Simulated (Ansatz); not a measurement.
# K on Ru(0001): change of the work function, part 2 of 3

How does K on the fcc site change the work function of Ru(0001) as the layer fills?

Ansatz 0.2.0; plane-wave DFT, PBE, Ansatz PAW.

So far, work function, upper face (eV): step 2 (the clean slab) 5.05.

### 3. Adsorbate added, k-mesh 4×4×1, coverage 0.111 ML

System of this step: K/Ru(0001). The cell holds 37 atoms: 36 Ru and 1 K. Its edges and angles: a = 8.100 Å, b = 8.100 Å, c = 27.620 Å, α = 90.0°, β = 90.0°, γ = 60.0°. Vacuum lies along c.

The clean slab as it ended is repeated in the plane and the adsorbate is set on one face; the cell's size fixes the coverage, and the k-mesh shrinks with it to keep the sampling density about even. Adsorbate and upper layers relax, since the dipole depends on the height.

input.yaml reads:

```yaml
crystal:
  lattice:
    - [8.1, 0.0, 0.0]
    - [4.05, 7.0148057706, 0.0]
    - [0.0, 0.0, 27.6204225792]
  atoms:
    - { symbol: Ru, position: [0.2222222222, 0.2222222222, 0.3258458474] }
    - { symbol: Ru, position: [0.0, 0.0, 0.4032668207] }
    - { symbol: Ru, position: [0.2222222222, 0.2222222222, 0.4813897656] }
    - { symbol: Ru, position: [0.0, 0.0, 0.5568816773] }
    - { symbol: Ru, position: [0.2222222222, 0.5555555556, 0.3258458474] }
    - { symbol: Ru, position: [0.0, 0.3333333333, 0.4032668207] }
    - { symbol: Ru, position: [0.2222222222, 0.5555555556, 0.4813897656] }
    - { symbol: Ru, position: [0.0, 0.3333333333, 0.5568816773] }
    - { symbol: Ru, position: [0.2222222222, 0.8888888889, 0.3258458474] }
    - { symbol: Ru, position: [0.0, 0.6666666667, 0.4032668207] }
    - { symbol: Ru, position: [0.2222222222, 0.8888888889, 0.4813897656] }
    - { symbol: Ru, position: [0.0, 0.6666666667, 0.5568816773] }
    - { symbol: Ru, position: [0.5555555556, 0.2222222222, 0.3258458474] }
    - { symbol: Ru, position: [0.3333333333, 0.0, 0.4032668207] }
    - { symbol: Ru, position: [0.5555555556, 0.2222222222, 0.4813897656] }
    - { symbol: Ru, position: [0.3333333333, 0.0, 0.5568816773] }
    - { symbol: Ru, position: [0.5555555556, 0.5555555556, 0.3258458474] }
    - { symbol: Ru, position: [0.3333333333, 0.3333333333, 0.4032668207] }
    - { symbol: Ru, position: [0.5555555556, 0.5555555556, 0.4813897656] }
    - { symbol: Ru, position: [0.3333333333, 0.3333333333, 0.5568816773] }
    - { symbol: Ru, position: [0.5555555556, 0.8888888889, 0.3258458474] }
    - { symbol: Ru, position: [0.3333333333, 0.6666666667, 0.4032668207] }
    - { symbol: Ru, position: [0.5555555556, 0.8888888889, 0.4813897656] }
    - { symbol: Ru, position: [0.3333333333, 0.6666666667, 0.5568816773] }
    - { symbol: Ru, position: [0.8888888889, 0.2222222222, 0.3258458474] }
    - { symbol: Ru, position: [0.6666666667, 0.0, 0.4032668207] }
    - { symbol: Ru, position: [0.8888888889, 0.2222222222, 0.4813897656] }
    - { symbol: Ru, position: [0.6666666667, 0.0, 0.5568816773] }
    - { symbol: Ru, position: [0.8888888889, 0.5555555556, 0.3258458474] }
    - { symbol: Ru, position: [0.6666666667, 0.3333333333, 0.4032668207] }
    - { symbol: Ru, position: [0.8888888889, 0.5555555556, 0.4813897656] }
    - { symbol: Ru, position: [0.6666666667, 0.3333333333, 0.5568816773] }
    - { symbol: Ru, position: [0.8888888889, 0.8888888889, 0.3258458474] }
    - { symbol: Ru, position: [0.6666666667, 0.6666666667, 0.4032668207] }
    - { symbol: Ru, position: [0.8888888889, 0.8888888889, 0.4813897656] }
    - { symbol: Ru, position: [0.6666666667, 0.6666666667, 0.5568816773] }
    - { symbol: K, position: [0.1111111111, 0.1111111111, 0.6741541526] }
kpoints:
  mp_grid: { grid: [4, 4, 1] }
hamiltonian:
  xc: pbe
scf:
  occupations: { method: fermi_dirac, width: 0.1 }
  convergence: { dr2_threshold: 1.0e-08 }
efield:
  axis: 3
  dipole_correction: true
  ramp_position: 0.97
  ramp_width: 0.06
relax:
  f_tol: 0.02
  max_steps: 60
  constraints:
    - { sites: [0, 1, 4, 5, 8, 9, 12, 13, 16, 17, 20, 21, 24, 25, 28, 29, 32, 33] }
output:
  write_potential: true
  write_density: true
  volumetric_format: npy
```

Launch:

```console
$ ansatz run input.yaml --threads 4 --pin off --max-ram 16384MiB --backend cpu --events-out ev --progress --plain --runs-dir out
```

Log:

```text
[...]
Crystal: 37 atoms, lattice volume = 1569.390 Å³
Basis set: ecut = 420 eV, 30759 PW (Γ), exchange–correlation on 120×120×384 points (8 copies of the dense FFT grid, shifted against one another)
Bands: 351, of which v1, the nominal top of the filled ones, is band 293 counted from 1 (292 counted from 0)
Symmetry: 6 space group operations
[...]
k-points: 4 of 16 (time reversal used)
[...]
SCF iter   1: F=—  HF=-213154.221985 eV  |F-HF|=—  |Δ(HF+E_count)|=         —  Δρ=1.17e-2  dr2=2.82e1  ethr=1.77e-3  p=1.269 e·Å  D=1.46e-1 V/Å  ΔV_dip=-4.04 eV  dr2_dipole=9.26e0  V_vac-E_F(+/−)=0.80/4.84 eV  ⟨swp⟩=7.8  Hψ=5756  notcnv=0
[...]
SCF iter  11: F=-213153.713945 eV  HF=-213153.713945 eV  |F-HF|=6.64e-9  |Δ(HF+E_count)|=   5.51e-8  Δρ=2.90e-7  dr2=2.48e-9  ethr=1.71e-12  p=1.062 e·Å  D=1.22e-1 V/Å  ΔV_dip=-3.38 eV  dr2_dipole=1.47e-10  V_vac-E_F(+/−)=1.71/5.09 eV  ⟨swp⟩=9.0  Hψ=9096  notcnv=0
SCF 1 converged in 11 iterations: F = -213153.713945 eV  dr2 = 2.48e-9
[...]
relax step   1: F+E_penalty+E_count = -213153.71394511 eV  Δ(F+E_penalty+E_count) = +0.000e0 eV  max|allowed force component| = 5.120e-1 eV/Å  Δτ_max = 0.0000 Å  (11 SCF iters, accepted)
[...]
SCF iter   9: F=-213153.758128 eV  HF=-213153.758128 eV  |F-HF|=3.29e-9  |Δ(HF+E_count)|=   2.05e-8  Δρ=1.94e-7  dr2=1.04e-9  ethr=1.71e-12  p=1.024 e·Å  D=1.18e-1 V/Å  ΔV_dip=-3.26 eV  dr2_dipole=1.76e-11  V_vac-E_F(+/−)=1.83/5.09 eV  ⟨swp⟩=9.8  Hψ=9392  notcnv=0
SCF 2 converged in 9 iterations: F = -213153.758128 eV  dr2 = 1.04e-9
[...]
relax step   2: F+E_penalty+E_count = -213153.75812753 eV  Δ(F+E_penalty+E_count) = -4.418e-2 eV  max|allowed force component| = 3.760e-1 eV/Å  Δτ_max = 0.0988 Å  (9 SCF iters, accepted)
SCF iter   1: F=—  HF=-213153.793783 eV  |F-HF|=—  |Δ(HF+E_count)|=         —  Δρ=1.74e-3  dr2=2.57e-1  ethr=1.96e-4  p=1.024 e·Å  D=1.18e-1 V/Å  ΔV_dip=-3.26 eV  dr2_dipole=6.72e-2  V_vac-E_F(+/−)=1.84/5.10 eV  ⟨swp⟩=5.5  Hψ=3400  notcnv=0  defer=2
[...]
SCF iter   9: F=-213153.792868 eV  HF=-213153.792868 eV  |F-HF|=3.31e-8  |Δ(HF+E_count)|=   9.57e-8  Δρ=3.51e-7  dr2=2.68e-9  ethr=1.71e-12  p=0.935 e·Å  D=1.08e-1 V/Å  ΔV_dip=-2.98 eV  dr2_dipole=5.52e-11  V_vac-E_F(+/−)=2.12/5.09 eV  ⟨swp⟩=10.0  Hψ=10011  notcnv=0
SCF 3 converged in 9 iterations: F = -213153.792868 eV  dr2 = 2.68e-9
[...]
relax step   3: F+E_penalty+E_count = -213153.79286774 eV  Δ(F+E_penalty+E_count) = -3.474e-2 eV  max|allowed force component| = 6.289e-2 eV/Å  Δτ_max = 0.1950 Å  (9 SCF iters, accepted)
SCF iter   1: F=—  HF=-213153.791425 eV  |F-HF|=—  |Δ(HF+E_count)|=         —  Δρ=3.85e-4  dr2=1.37e-2  ethr=7.57e-6  p=0.935 e·Å  D=1.08e-1 V/Å  ΔV_dip=-2.98 eV  dr2_dipole=3.59e-3  V_vac-E_F(+/−)=2.11/5.09 eV  ⟨swp⟩=2.2  Hψ=2466  notcnv=0  defer=5
[...]
SCF iter   7: F=-213153.793964 eV  HF=-213153.793964 eV  |F-HF|=3.24e-8  |Δ(HF+E_count)|=   1.32e-7  Δρ=5.30e-7  dr2=6.73e-9  ethr=1.71e-12  p=0.947 e·Å  D=1.09e-1 V/Å  ΔV_dip=-3.02 eV  dr2_dipole=1.06e-9  V_vac-E_F(+/−)=2.08/5.09 eV  ⟨swp⟩=8.0  Hψ=10812  notcnv=0
SCF 4 converged in 7 iterations: F = -213153.793964 eV  dr2 = 6.73e-9
[...]
relax step   4: F+E_penalty+E_count = -213153.79396414 eV  Δ(F+E_penalty+E_count) = -1.096e-3 eV  max|allowed force component| = 1.020e-2 eV/Å  Δτ_max = 0.0239 Å  (7 SCF iters, accepted)
NSCF: frozen V_eff on 4 k-points
[...]
SCF converged after 7 iterations
Free energy (F): -213153.793964 eV
[...]
Internal energy: -213152.406121 eV  (E = F + TS)
E sigma→0 (E₀):  -213153.100043 eV
Entropy (-TS):   -1.387843 eV (-37.509 meV/atom)
Fermi energy:    5.086379 eV
Dipole field:    D = 0.109204 V/Å  (p = 0.947122 e·Å, saw-weighted, corrected)
Work function:   Φ+ = 2.0770 eV   Φ− = 5.0932 eV
[...]
--- Forces (eV/Å), atoms counted from 1 ---
  atom   1  Ru    -0.00516284    -0.00298077     0.44732010
  atom   2  Ru    -0.00497374    -0.00287159    -0.44904590
  atom   3  Ru     0.00123801     0.00071477    -0.00061536
  atom   4  Ru     0.00010329     0.00005963     0.00899636
  atom   5  Ru    -0.00404115     0.00233316     0.44705504
  atom   6  Ru    -0.00000000     0.00574318    -0.44904590
  atom   7  Ru     0.00313365    -0.00180921    -0.00034693
  atom   8  Ru    -0.00000000    -0.00011926     0.00899636
  atom   9  Ru     0.00000000     0.00596154     0.44732010
  atom  10  Ru     0.01950446    -0.01126091    -0.45344140
  atom  11  Ru     0.00000000    -0.00142954    -0.00061536
  atom  12  Ru     0.00155852    -0.00089981     0.00221079
  atom  13  Ru     0.00000000    -0.00466632     0.44705504
  atom  14  Ru     0.00497374    -0.00287159    -0.44904590
  atom  15  Ru     0.00000000     0.00361842    -0.00034693
  atom  16  Ru    -0.00010329     0.00005963     0.00899636
  atom  17  Ru     0.00404115     0.00233316     0.44705504
  atom  18  Ru     0.03001053     0.01732659    -0.43990947
  atom  19  Ru    -0.00313365    -0.00180921    -0.00034693
  atom  20  Ru    -0.00014808    -0.00008549     0.00163486
  atom  21  Ru     0.00852751    -0.00492336     0.44129689
  atom  22  Ru    -0.00000000    -0.03465318    -0.43990947
  atom  23  Ru    -0.00099071     0.00057198    -0.00174400
  atom  24  Ru    -0.00000000     0.00017098     0.00163486
  atom  25  Ru     0.00516284    -0.00298077     0.44732010
  atom  26  Ru    -0.00000000     0.02252181    -0.45344140
  atom  27  Ru    -0.00123801     0.00071477    -0.00061536
  atom  28  Ru    -0.00000000     0.00179962     0.00221079
  atom  29  Ru     0.00000000     0.00984672     0.44129689
  atom  30  Ru    -0.03001053     0.01732659    -0.43990947
  atom  31  Ru     0.00000000    -0.00114397    -0.00174400
  atom  32  Ru     0.00014808    -0.00008549     0.00163486
  atom  33  Ru    -0.00852751    -0.00492336     0.44129689
  atom  34  Ru    -0.01950446    -0.01126091    -0.45344140
  atom  35  Ru     0.00099071     0.00057198    -0.00174400
  atom  36  Ru    -0.00155852    -0.00089981     0.00221079
  atom  37  K     -0.00000000    -0.00000000    -0.01019805
  max |Σ_I F_I| component: 3.49e-5 eV/Å
--- Band table (eV) ---
  k-point 0: bands = [... 289 lower, 5.3949, 5.3970, 5.4002, 5.4029, 5.4029, 5.4081, 5.4081, 5.4319, ... 54 higher]
  k-point 1: bands = [... 289 lower, 5.0224, 5.0394, 5.0397, 5.0485, 5.1877, 5.2010, 5.2493, 5.3123, ... 54 higher]
  k-point 2: bands = [... 289 lower, 4.7854, 4.7997, 4.8132, 5.1050, 5.1100, 5.2530, 5.2546, 5.3114, ... 54 higher]
  k-point 3: bands = [... 289 lower, 4.7961, 4.9090, 4.9363, 4.9451, 5.1050, 5.1407, 5.1509, 5.1964, ... 54 higher]
--- Relaxed structure (4 steps of the walk, 4 accepted, 0 SCFs on fresh bases) ---
  F+E_penalty+E_count = -213153.79396414 eV   max|allowed force component| = 1.020e-2 eV/Å
  atoms:
    - { symbol: Ru, position: [0.222222, 0.222222, 0.3258458474] }
    - { symbol: Ru, position: [1.111110e-11, 1.111110e-11, 0.4032668207] }
    - { symbol: Ru, position: [0.222389, 0.222389, 0.481076] }
    - { symbol: Ru, position: [-0.000601475, -0.000601475, 0.556554] }
    - { symbol: Ru, position: [0.222222, 0.555556, 0.3258458474] }
    - { symbol: Ru, position: [1.111108e-11, 0.333333, 0.4032668207] }
    - { symbol: Ru, position: [0.222234, 0.555550, 0.481332] }
    - { symbol: Ru, position: [-0.000601475, 0.334536, 0.556554] }
    - { symbol: Ru, position: [0.222222, 0.888889, 0.3258458474] }
    - { symbol: Ru, position: [-2.222228e-11, 0.666667, 0.4032668207] }
    - { symbol: Ru, position: [0.222389, 0.888555, 0.481076] }
    - { symbol: Ru, position: [3.226093e-5, 0.666651, 0.557099] }
    - { symbol: Ru, position: [0.555556, 0.222222, 0.3258458474] }
    - { symbol: Ru, position: [0.333333, 1.111110e-11, 0.4032668207] }
    - { symbol: Ru, position: [0.555550, 0.222234, 0.481332] }
    - { symbol: Ru, position: [0.334536, -0.000601475, 0.556554] }
    - { symbol: Ru, position: [0.555556, 0.555556, 0.3258458474] }
    - { symbol: Ru, position: [0.333333, 0.333333, 0.4032668207] }
    - { symbol: Ru, position: [0.555550, 0.555550, 0.481332] }
    - { symbol: Ru, position: [0.332941, 0.332941, 0.557144] }
    - { symbol: Ru, position: [0.555556, 0.888889, 0.3258458474] }
    - { symbol: Ru, position: [0.333333, 0.666667, 0.4032668207] }
    - { symbol: Ru, position: [0.555955, 0.888689, 0.481133] }
    - { symbol: Ru, position: [0.332941, 0.667452, 0.557144] }
    - { symbol: Ru, position: [0.888889, 0.222222, 0.3258458474] }
    - { symbol: Ru, position: [0.666667, -2.222223e-11, 0.4032668207] }
    - { symbol: Ru, position: [0.888555, 0.222389, 0.481076] }
    - { symbol: Ru, position: [0.666651, 3.226093e-5, 0.557099] }
    - { symbol: Ru, position: [0.888889, 0.555556, 0.3258458474] }
    - { symbol: Ru, position: [0.666667, 0.333333, 0.4032668207] }
    - { symbol: Ru, position: [0.888689, 0.555955, 0.481133] }
    - { symbol: Ru, position: [0.667452, 0.332941, 0.557144] }
    - { symbol: Ru, position: [0.888889, 0.888889, 0.3258458474] }
    - { symbol: Ru, position: [0.666667, 0.666667, 0.4032668207] }
    - { symbol: Ru, position: [0.888689, 0.888689, 0.481133] }
    - { symbol: Ru, position: [0.666651, 0.666651, 0.557099] }
    - { symbol: K, position: [0.111111, 0.111111, 0.664384] }
```

It took 10 min on 4 threads of Arm Neoverse V1, shared host; peak memory 9.2 GiB; 29 min of CPU time.

The steps of the relaxation:

```tsv
step	energy less that of the first step (eV)	largest force component (eV/Å)
1	0.0000	0.5120
2	-0.0442	0.3760
3	-0.0789	0.0629
4	-0.0800	0.0102
```

The run keeps the 6 symmetry operations that the program found, so distortions that break them were not tested.

The atoms that moved most (Å):

```tsv
atom	dx	dy	dz	length
K37	0.000	0.000	-0.270	0.270
Ru4	-0.007	-0.004	-0.009	0.012
Ru16	0.007	-0.004	-0.009	0.012
Ru8	0.000	0.008	-0.009	0.012
Ru32	0.005	-0.003	0.007	0.009
Ru20	-0.005	-0.003	0.007	0.009
Ru24	0.000	0.006	0.007	0.009
Ru27	-0.002	0.001	-0.009	0.009
```

Final coordinates:

```cif
data_structure
_symmetry_space_group_name_H-M 'P 1'
_symmetry_Int_Tables_number 1
_cell_length_a 8.1000
_cell_length_b 8.1000
_cell_length_c 27.6204
_cell_angle_alpha 90.000
_cell_angle_beta 90.000
_cell_angle_gamma 60.000
_cell_volume 1569.39
loop_
_atom_site_label
_atom_site_type_symbol
_atom_site_fract_x
_atom_site_fract_y
_atom_site_fract_z
_atom_site_occupancy
Ru1 Ru 0.22222 0.22222 0.32585 1
Ru2 Ru 0.00000 0.00000 0.40327 1
Ru3 Ru 0.22239 0.22239 0.48108 1
Ru4 Ru 0.99940 0.99940 0.55655 1
Ru5 Ru 0.22222 0.55556 0.32585 1
Ru6 Ru 0.00000 0.33333 0.40327 1
Ru7 Ru 0.22223 0.55555 0.48133 1
Ru8 Ru 0.99940 0.33454 0.55655 1
Ru9 Ru 0.22222 0.88889 0.32585 1
Ru10 Ru 0.00000 0.66667 0.40327 1
Ru11 Ru 0.22239 0.88855 0.48108 1
Ru12 Ru 0.00003 0.66665 0.55710 1
Ru13 Ru 0.55556 0.22222 0.32585 1
Ru14 Ru 0.33333 0.00000 0.40327 1
Ru15 Ru 0.55555 0.22223 0.48133 1
Ru16 Ru 0.33454 0.99940 0.55655 1
Ru17 Ru 0.55556 0.55556 0.32585 1
Ru18 Ru 0.33333 0.33333 0.40327 1
Ru19 Ru 0.55555 0.55555 0.48133 1
Ru20 Ru 0.33294 0.33294 0.55714 1
Ru21 Ru 0.55556 0.88889 0.32585 1
Ru22 Ru 0.33333 0.66667 0.40327 1
Ru23 Ru 0.55595 0.88869 0.48113 1
Ru24 Ru 0.33294 0.66745 0.55714 1
Ru25 Ru 0.88889 0.22222 0.32585 1
Ru26 Ru 0.66667 0.00000 0.40327 1
Ru27 Ru 0.88855 0.22239 0.48108 1
Ru28 Ru 0.66665 0.00003 0.55710 1
Ru29 Ru 0.88889 0.55556 0.32585 1
Ru30 Ru 0.66667 0.33333 0.40327 1
Ru31 Ru 0.88869 0.55595 0.48113 1
Ru32 Ru 0.66745 0.33294 0.55714 1
Ru33 Ru 0.88889 0.88889 0.32585 1
Ru34 Ru 0.66667 0.66667 0.40327 1
Ru35 Ru 0.88869 0.88869 0.48113 1
Ru36 Ru 0.66665 0.66665 0.55710 1
K37 K 0.11111 0.11111 0.66438 1
```

Read from the output:

```
energy at zero smearing        : -213153.1000 eV
work function, upper face      : 2.077 eV
work function, lower face      : 5.093 eV
dipole along the normal        : 0.9471 e·Å
step between the vacuum levels : -3.016 eV
```

Running mean over 2.138 Å of the planar mean; the ramp of the sawtooth is left out. Electron's electrostatic potential energy less the Fermi level against z:

```tsv
z (Å)	electron's electrostatic potential energy less the Fermi level (eV)
3.5	5.09
4.0	5.09
4.5	5.09
5.0	5.09
5.5	5.07
6.0	5.00
6.5	4.77
7.0	3.96
7.5	0.771
8.0	-6.25
8.5	-12.4
9.0	-14.2
9.5	-14.5
10.0	-14.6
10.5	-14.7
11.0	-14.8
11.5	-14.8
12.0	-14.7
12.5	-14.7
13.0	-14.9
13.5	-15.0
14.0	-15.3
14.5	-15.3
15.0	-14.8
15.5	-14.1
16.0	-11.4
16.5	-4.81
17.0	0.896
17.5	2.29
18.0	2.02
18.5	1.64
19.0	1.50
19.5	1.70
20.0	1.96
20.5	2.05
21.0	2.07
21.5	2.07
22.0	2.07
22.5	2.08
23.0	2.08
23.5	2.08
24.0	2.08
```

The relaxation took 4 steps and lowered the energy by 0.080 eV; the largest force on the free atoms ends at 0.010 eV/Å.

The covered face has 2.08 eV, -2.97 eV against the clean one; the bare back face has moved by +0.02 eV, a measure of how thin the slab is.

[end of part 2 of 3]

[Long decimals in the printed logs are rounded to 6 places.]

[Logs are printed without paths, hosts, clocks, repeated set-up lines and the standing remarks that a program may print on its own settings, such as how far it seeks lower states.]

[Hosts, paths, dates, database ids (printed as entryN), source tags and the programs' standing remarks are cut or masked in the printed files.]

[Maps of the electrostatic potential energy from Ansatz leave out the sawtooth potential of an applied field or a dipole correction, so their vacuum need not be flat; planar profiles and work functions include it.]
